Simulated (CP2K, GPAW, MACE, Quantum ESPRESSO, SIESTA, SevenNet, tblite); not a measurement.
## Running amorphous SnO2 (72 atoms) with tblite

Wanted: tblite inputs and outputs for amorphous SnO2 (72 atoms), checked against a plane-wave reference.

Calculated with tblite 0.8.0; the method is named at each step.

### Step 1. The starting structure

The cell holds 72 atoms: 24 Sn and 48 O. Cell: a = 9.851 Å, b = 9.851 Å, c = 9.851 Å, α = 90.0°, β = 90.0°, γ = 90.0°. 72 atoms (24 Sn, 48 O) placed at random at 6.03 g/cm³, melted at 5000 K for 10 ps at fixed volume with the Morse and Coulomb pair potential with partial charges (Pedone, Malavasi, Menziani, Cormack and Segre, J. Phys. Chem. B 110, 11780 (2006)). Quenched from 5000 K to 300 K at 50 K/ps and fixed volume, held 10 ps at zero pressure, then minimised at fixed cell. Then every atom was moved at random, 0.02 Å r.m.s. a Cartesian component.

The yardstick, on the same geometry:

```
method                 : Kohn-Sham DFT, PBE, SSSP efficiency 1.3.0 pseudopotentials, plane waves (Quantum ESPRESSO 7.5); sssp-pbe-1.3.0-efficiency, cutoffs 60/480 Ry, Γ point
r.m.s. force component : 0.686 eV/Å
longest force          : 2.588 eV/Å
pressure               : 8.505 GPa
time                   : 5.6 min on 2 MPI ranks of Arm Neoverse V1, shared host
CPU time               : 11 min
```

### Step 2. GFN1-xTB

Method: GFN1-xTB tight binding, diagonalisation.

run.py

```python
import numpy as np
from ase.io import read
from tblite.ase import TBLite

atoms = read("structure.xyz")
atoms.calc = TBLite(method="GFN1-xTB", electronic_temperature=580, accuracy=1.0, max_iterations=250, mixer_damping=0.4, verbosity=1)
energy = atoms.get_potential_energy()
forces = atoms.get_forces()
print(f"energy {energy:.6f} eV")
print("forces (eV/A)")
for i, (a, f) in enumerate(zip(atoms, forces)):
    print(f"{i:4d} {a.symbol:2s} {f[0]:10.5f} {f[1]:10.5f} {f[2]:10.5f}")
stress = -atoms.get_stress(voigt=False) * 160.21766
print("stress (GPa, compression positive)")
for row in stress:
    print(" ".join(f"{x:10.4f}" for x in row))
print("charges (e)")
print(np.array2string(atoms.get_charges(), precision=4, suppress_small=True, max_line_width=110, threshold=100000))
```

structure.xyz

```xyz
72
Lattice="9.85089 0.00000 0.00000 0.00000 9.85089 0.00000 0.00000 0.00000 9.85089" Properties=species:S:1:pos:R:3 pbc="T T T"
Sn 7.21666 6.63211 3.26636
Sn 0.47905 2.16749 4.26317
Sn 5.00258 1.75247 0.97386
Sn 7.61533 4.56953 5.68840
Sn 2.18522 6.89464 3.83860
Sn 4.85895 7.11599 5.88640
Sn 9.64816 2.01933 9.30486
Sn 2.04091 4.61869 7.39299
Sn 2.04642 0.33739 1.72952
Sn 5.72573 9.80361 4.68676
Sn 8.16599 0.27720 2.34697
Sn 9.65801 7.15854 1.19767
Sn 8.21712 5.32076 9.23915
Sn 9.76420 6.84095 6.29403
Sn 2.51710 7.92642 8.79714
Sn 3.63311 2.91537 4.33016
Sn 4.91284 8.45945 1.25412
Sn 2.02731 9.68874 5.90531
Sn 4.60854 5.34559 0.58150
Sn 1.16191 4.17353 1.77681
Sn 7.76260 9.12517 8.56978
Sn 8.00868 1.37499 6.13198
Sn 5.16315 3.79190 7.64311
Sn 7.42728 3.66502 2.00495
O 8.61736 5.33101 7.28395
O 5.66840 9.51665 2.71855
O 3.75654 0.16599 0.65962
O 3.56474 3.68207 6.26950
O 6.29748 9.06577 9.82183
O 3.56681 1.91836 2.41761
O 8.42576 7.29715 9.48493
O 6.90065 1.71701 1.71849
O 3.60503 4.68065 8.64967
O 8.79803 8.25830 7.11983
O 6.22369 5.14413 9.11818
O 3.92656 9.00421 5.39405
O 5.19053 1.89393 4.65839
O 0.87151 3.21218 8.06197
O 8.30745 3.39629 9.84212
O 8.39069 8.10324 2.45425
O 5.50054 3.78934 1.41183
O 6.53676 9.82390 6.58719
O 3.88854 7.37329 7.46875
O 0.39394 0.61509 2.85282
O 1.24801 8.38577 0.54574
O 8.51038 6.26221 4.80123
O 3.77447 6.21394 4.52589
O 5.07212 2.39849 8.99958
O 1.26712 7.98346 5.22609
O 2.34028 1.47872 4.90702
O 1.31480 2.17281 0.85929
O 6.83455 3.08490 6.76323
O 8.96500 0.33493 0.47432
O 1.32760 6.60601 7.91539
O 2.76111 8.53796 2.81302
O 7.69611 0.66168 4.27036
[... 12 atom lines left out ...]
O 6.19197 7.76762 4.64578
O 8.87624 3.09732 5.29003
O 3.79772 7.21016 0.25120
O 1.81778 3.58060 3.62897
```

Run with:

```sh
OMP_NUM_THREADS=1 python run.py > output.txt
```

The log of the run:

```text
------------------------------------------------------------
  cycle        total energy    energy error   density error
------------------------------------------------------------
      1     -282.5471891094  -2.8243586E+02   7.1876811E-01
      2     -285.3730800208  -2.8258909E+00   2.6928165E-01
      3     -283.8477154525   1.5253646E+00   2.1545008E-01
      4     -285.0429163424  -1.1952009E+00   1.4178385E-01
      5     -285.1167071949  -7.3790853E-02   1.3155977E-01
      6     -285.5420013618  -4.2529417E-01   6.8669843E-02
      7     -285.6233963158  -8.1394954E-02   5.7511393E-02
      8     -285.6502389467  -2.6842631E-02   6.0082382E-02
      9     -285.7217360742  -7.1497127E-02   4.2697666E-02
     10     -285.7509282919  -2.9192218E-02   3.4258856E-02
     11     -285.7600214973  -9.0932054E-03   2.8785816E-02
     12     -285.7808974991  -2.0876002E-02   2.0778325E-02
     13     -285.7889414094  -8.0439104E-03   1.6093071E-02
     14     -285.7953731166  -6.4317072E-03   9.2930593E-03
     15     -285.7978311901  -2.4580735E-03   5.1057128E-03
     16     -285.7982586410  -4.2745090E-04   4.5961602E-03
     17     -285.7990510753  -7.9243425E-04   1.6025278E-03
     18     -285.7990926168  -4.1541533E-05   1.3915551E-03
     19     -285.7991665825  -7.3965735E-05   5.8617385E-04
     20     -285.7991734729  -6.8903794E-06   3.9280845E-04
     21     -285.7991622741   1.1198758E-05   6.4987505E-04
     22     -285.7991778504  -1.5576220E-05   2.2274157E-04
     23     -285.7991792269  -1.3765346E-06   1.2061838E-04
     24     -285.7991798141  -5.8720155E-07   4.8620981E-05
     25     -285.7991798688  -5.4737598E-08   3.4951967E-05
     26     -285.7991798907  -2.1839298E-08   2.5849007E-05
     27     -285.7991799110  -2.0361313E-08   1.1857276E-05
------------------------------------------------------------
 total:                                   2.650 sec
energy -7776.991810 eV
forces (eV/A)
   0 Sn   -0.54774   -0.56756   -0.12152
   1 Sn   -0.02415   -0.43071   -1.13866
   2 Sn   -0.24996    0.80263    0.66091
   3 Sn   -0.49200    1.06832   -0.01309
   4 Sn   -0.20564    0.64729    0.57715
   5 Sn   -0.78795   -0.68944   -0.19044
   6 Sn    0.76275    0.98960    1.27041
   7 Sn   -0.31860    0.44963   -0.04420
   8 Sn    0.22881   -0.00696    0.22215
   9 Sn   -0.28484    0.24285   -0.10030
  10 Sn    0.22601   -0.03149   -0.02857
  11 Sn    0.20678   -0.45281    0.15579
  12 Sn   -0.48182   -0.93319    0.17331
  13 Sn    0.91476   -1.08426    0.45758
  14 Sn   -0.61493    0.15427   -0.27305
  15 Sn   -0.48967   -0.73507   -0.17827
  16 Sn    0.02238    0.39226    1.07562
  17 Sn    0.06967   -0.68181   -0.36966
  18 Sn    0.21798   -0.15058   -0.28733
  19 Sn   -0.06722    0.01989   -0.10965
  20 Sn    0.35080   -0.09214    0.24053
  21 Sn   -0.18539    0.01665    0.23212
  22 Sn    0.26681    1.51408    0.28206
  23 Sn    0.81531    0.06096   -0.46972
[...]
64 O    -0.05677   -0.59112    0.24811
  65 O    -0.19569   -0.12767   -0.14096
  66 O    -0.27473   -0.00071   -0.24725
  67 O     0.56620    0.73824   -0.77679
  68 O     0.68268   -0.07474   -0.19020
  69 O     0.47453   -0.22349    0.06603
  70 O    -0.13050   -0.06924   -0.32639
  71 O    -0.23086    0.40187    0.22305
stress (GPa, compression positive)
   -8.1125    -0.3977     0.6206
   -0.3977    -7.9031    -0.2464
    0.6206    -0.2464    -7.2852
charges (e)
[ 0.7498  0.7857  0.7575  0.7554  0.7393  0.7238  0.7283  0.7139  0.723   0.737   0.7326  0.7731  0.7446
  0.7247  0.7313  0.7321  0.7354  0.7342  0.7318  0.7345  0.7238  0.7715  0.7386  0.7499 -0.3679 -0.4014
 -0.3446 -0.3556 -0.402  -0.3786 -0.3586 -0.3379 -0.3594 -0.3682 -0.3792 -0.3752 -0.3822 -0.3962 -0.375
 -0.3461 -0.3615 -0.3913 -0.3821 -0.3662 -0.3674 -0.3765 -0.362  -0.3891 -0.3452 -0.3649 -0.3648 -0.3613
 -0.3945 -0.3571 -0.4036 -0.3784 -0.3186 -0.3658 -0.4013 -0.3704 -0.3855 -0.3619 -0.3814 -0.3837 -0.356
 -0.3705 -0.3966 -0.3958 -0.3532 -0.3673 -0.3281 -0.3414]
```

It took 3.3 s on 1 thread of Arm Neoverse V1, shared host; peak memory 0.11 GiB.

Banners, paths, timers and routine set-up lines are dropped from the logs unmarked, and long logs keep their key lines alone; longer cuts are marked.

Compared with the plane-wave run:

```
r.m.s. force component                  : 0.4351 eV/Å
r.m.s. difference of force components   : 441.1 meV/Å
longest difference of force vectors     : 1639 meV/Å
force difference over r.m.s. force      : 64.29 %
slope of forces against the reference's : 0.4945
correlation of force components         : 0.7796
pressure                                : -7.767 GPa
pressure difference                     : -16.27 GPa
```

Length of the force difference by element (eV/Å):

```csv
element,atoms,mean,most
O,48,0.64,1.6
Sn,24,0.81,1.4
```

Local excerpt of 9 atoms (numbers count through the whole input) about O68, which has 4 bonded neighbours where the commonest count for O is 3; x, y, z are measured from there.

```
atom      x      y      z  distance (Å)  bonds  Mulliken charge (e)     Fx     Fy  Fz (eV/Å)
 O68   0.00   0.00   0.00          0.00      4                -0.40   0.57   0.74      -0.78
Sn24  -0.59  -1.89   0.33          2.00      6                 0.75   0.82   0.06      -0.47
 Sn1  -0.80   1.08   1.59          2.08      6                 0.75  -0.55  -0.57      -0.12
Sn13   0.20  -0.23  -2.29          2.31      6                 0.74  -0.48  -0.93       0.17
Sn12   1.65   1.61  -0.48          2.35      6                 0.77   0.21  -0.45       0.16
 O63  -1.11  -0.98   2.11          2.58      3                -0.38  -0.50  -0.29       0.09
 O62   2.18  -0.23  -1.38          2.59      3                -0.36  -0.14   0.34      -0.36
 O66  -2.38   1.16   0.28          2.66      3                -0.37  -0.20  -0.13      -0.14
 O40   0.38   2.55   0.78          2.69      3                -0.35  -0.02   0.51       0.15
```

Atoms are counted from 1 here, from 0 in the log.

Forces lie 64 % from the reference's, at 0.0050 times its CPU time (on 1 against 2 cores).

### Step 3. Summary of results

```yaml
force_difference_from_the_reference: tblite GFN1-xTB, 64 %
its_cpu_time: 3.3 s
```

Tight binding differs by 64 % (tblite GFN1-xTB); it is another model, with fitted parameters of its own, and the xTB methods hold dispersion. One electronic-structure run takes under half the reference's CPU time: tblite GFN1-xTB, at 64 % in 3.3 s against 11 min, too far off to be of use; its pressure misses by -16.3 GPa. Periodic xTB results under one method name differ between programs and library versions. The reference's pressure holds the uncorrected Pulay stress of its 60 Ry basis, so small pressure differences, and their order, may be the reference's own error. The quench rate of 50 K/ps is many orders above laboratory rates, so the cell is likely richer in defects and strain than a real sample. The network of bonds at the start is that of the classical potential that made the cell, and needn't be the one that DFT or experiment would give. The electronic-structure runs sample only Γ, in a cell whose shortest periodic width is 10 Å.

[Also dropped from logs without a mark: logging warnings of Python, and SIESTA's first energy breakdown and zero terms.]

[Logs are printed without paths, hosts, clocks, repeated set-up lines and the standing remarks that a program may print on its own settings, such as how far it seeks lower states.]

[Hosts, paths, dates, database ids (printed as entryN), source tags and the programs' standing remarks are cut or masked in the printed files.]
